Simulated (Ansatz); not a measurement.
Bi2Se3 (R-3m), computed twice by G0W0.

Symmetry: R-3m, No. 166, trigonal system. The conventional cell has a = 4.191 Å, b = 4.191 Å, c = 29.929 Å, α = 90.00°, β = 90.00°, γ = 120.00°. Nearest to Bi lie 6 Se at 2.89 to 3.11 Å. Nearest to Se lie 6 Bi at 3.11 Å. Se has 3 Bi at 2.89 Å nearest. Farther neighbours and most contacts between anions are not listed.

```yaml
crystal:
  lattice:
    - [2.09568, 1.20994, 9.97623]
    - [-2.09568, 1.20994, 9.97623]
    - [0.00000, -2.41989, 9.97623]
  atoms:
    - { symbol: Bi, position: [0.39843, 0.39843, 0.39843] }
    - { symbol: Bi, position: [0.60157, 0.60157, 0.60157] }
    - { symbol: Se, position: [0.00000, 0.00000, 0.00000] }
    - { symbol: Se, position: [0.21571, 0.21571, 0.21571] }
    - { symbol: Se, position: [0.78429, 0.78429, 0.78429] }
```

The cell and positions are those that the Materials Project relaxed with its own functionals (PBE, PBE+U or r2SCAN), kept fixed. Spin-orbit coupling is left out unless a run names it.

The first (Ansatz 0.2.0; start PBE with 20 % exact exchange, 4×4×4 mesh, 633 empty bands, screening to 150 eV, PAW set soft_1 files; 1 × NVIDIA H100 80GB HBM3 (shared by 6 runs) with 3 threads of AMD EPYC 7R13 (Zen 3), shared host) gave, on its mesh: starting gap 1.25 eV, G0W0 gap 1.05 eV, RPA ε∞ (mean) 10.81, 3.1 min.

The second changes start from PBE with 20 % exact exchange to PBE with 50 % exact exchange. What does it give?

It gave: starting gap 2.66 eV, G0W0 gap 1.48 eV, RPA ε∞ (mean) 6.92, 2.5 min. The G0W0 gap moves by +0.43 eV, +1.41 eV from the start and −0.98 eV from the correction. Σc changes by −0.08 eV at the valence top and +0.01 eV at the conduction bottom, and Σx − Vxc between them by −1.07 eV.

Limits: not at the basis limit; no spin-orbit coupling.

[Paths, hosts, dates, memory and timing lines, banners, echoed tables and standing remarks are left out of the program output.]

[Logs are printed without paths, hosts, clocks, repeated set-up lines and the standing remarks that a program may print on its own settings, such as how far it seeks lower states.]

[Runs of the session that timed out or met a known fault of the program may be left out.]

[Cells called generated may have been cut or substituted from an entry of the Crystallography Open Database or the Materials Project.]

[Hosts, paths, dates, database ids (printed as entryN), source tags and the programs' standing remarks are cut or masked in the printed files.]
